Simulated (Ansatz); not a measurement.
# A thicker film of Al2O3 (0001) from four thinner ones

In a field along its normal an insulating film takes a dipole p. Written as a length, p/(ε₀AE), it should grow by 1 − 1/ε for each ångström added.

**Method.** Ansatz 0.2.0, plane waves with PAW datasets (its set soft_2), PBE; corundum films relaxed at a bulk in-plane lattice constant near the measured one, then held in weak fields of both signs with a dipole correction (A is the cell's area, E the outer field).

```
    run  distance between the outer atoms (Å)  p/(ε₀AE) (Å)
3 units                                 4.502         5.075
4 units                                 6.850         6.696
5 units                                 9.069         8.233
6 units                                11.261         9.750
8 units                                15.657             ?
```

**Question.** What value belongs in the row marked “?”, and how far can the other rows tell?

A least-squares line through the 4 rows shown has slope 0.6918 and intercept 1.9591; no row lies more than 0.002 Å off it. That slope means ε = 1/(1 − 0.6918) = 3.24. At 15.657 it gives 0.6918 × 15.657 + 1.9591 = 12.791 Å, beyond the rows fitted. Rounding and scatter of the rows alone allow about ±0.004 Å there.

The run itself gives 12.795 Å: a miss of +0.004 Å, or 0.0 % of the value. The length is met to within 1 %, though ε is more sensitive than the length: the two thickest films give ε = 3.25.

Caveats: This is the electronic response alone. A unit is one step of the cut along the normal (a plane, a pair of planes or a cell), and the layers relax along it, away from their bulk spacing where the functional's lattice constant differs from the one held.

[Logs are printed without paths, hosts, clocks, repeated set-up lines and the standing remarks that a program may print on its own settings, such as how far it seeks lower states.]
